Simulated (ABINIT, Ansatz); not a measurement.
Entries from a set of simulations; values are calculated unless marked as measured.

## KCaCl3 (Pm-3m): one start, several treatments of the self-energy

Symmetry: Pm-3m, No. 221, cubic system. Conventional cell: a = 5.394 Å, b = 5.394 Å, c = 5.394 Å, α = 90.00°, β = 90.00°, γ = 90.00°. Nearest to K lie 12 Cl at 3.81 Å. Nearest to Ca lie 6 Cl at 2.70 Å. Nearest to Cl lie 2 Ca at 2.70 Å and 4 K at 3.81 Å. Farther neighbours, and contacts between anions beyond the nearest, are not listed.

```xyz
5
Lattice="5.3935 0.0000 0.0000 0.0000 5.3935 0.0000 0.0000 0.0000 5.3935" Properties=species:S:1:pos:R:3 pbc="T T T"
K     0.0000    0.0000    0.0000
Ca    2.6968    2.6968    2.6968
Cl    0.0000    2.6968    2.6968
Cl    2.6968    0.0000    2.6968
Cl    2.6968    2.6968    0.0000
```

```yaml
method: RPA screening on PBEsol, plane waves, norm-conserving pseudopotentials (and 3 further levels or steps)
program: ABINIT 10.8.3
settings: cutoff 33 Ha, PseudoDojo scalar-relativistic 0.4.1 standard, norm-conserving, ngkpt (2, 2, 2), nband 123, ecuteps 4.2 Ha, gwcalctyp 2, nfreqre 16, nfreqim 8, inclvkb 2, freqremax 40 eV, spmeth 1, nomegasf 120, shiftk (0, 0, 0), symchi 1, awtr 1, frequency cd, 2×2×2 k-mesh
cost: 8 runs, 8.1 min in all on 4 MPI ranks of Arm Neoverse N1, shared host
notes: The program’s warnings: Min real frequency set to default [Ha] =. The cell and positions are those that the Materials Project relaxed with its own functionals (PBE, PBE+U or r2SCAN), kept fixed. The 2×2×2 mesh is coarse for this cell, which bears on the long-range parts of exchange and screening.
g0w0_godby_needs_plasmon_pole: 7.069 eV
g0w0_hybertsen_louie_plasmon_pole: 7.232 eV
g0w0_von_der_linden_horsch_plasmon_pole: 7.213 eV
one_shot_hartree_fock: 12.751 eV
g0w0_contour_deformation: 7.004 eV
known_limits: short of the basis limit; coarse k mesh
```

G0W0, Hybertsen-Louie plasmon pole: +0.163 eV against G0W0, Godby-Needs plasmon pole. G0W0, von der Linden-Horsch plasmon pole: +0.144 eV against G0W0, Godby-Needs plasmon pole.

[Long decimals in the printed logs are rounded to 6 places.]

[Logs are printed without paths, hosts, clocks, repeated set-up lines and the standing remarks that a program may print on its own settings, such as how far it seeks lower states.]

[Paths, hosts, dates, memory and timing lines, banners, echoed tables and standing remarks are left out of the program output; an Ansatz launch command may be rebuilt from the run's recorded settings. Measured values are a selection of at most five: reports struck by readers or far from the other reports are left out. None is set beside runs whose start may be inverted or whose files or cutoffs have a known fault.]

[Runs of the session that timed out or met a known fault of the program may be left out.]

[Hosts, paths, dates, database ids (printed as entryN), source tags and the programs' standing remarks are cut or masked in the printed files.]

[G0W0 gaps are taken among the corrected bands and points alone; a level outside them can change the order at an edge.]

[Where Ansatz stands beside ABINIT at settings called matched, ABINIT's density can come from a denser mesh and the files from another edition; pairs whose starting gaps differed by over 0.03 eV were left out, so agreement reads better than it is.]
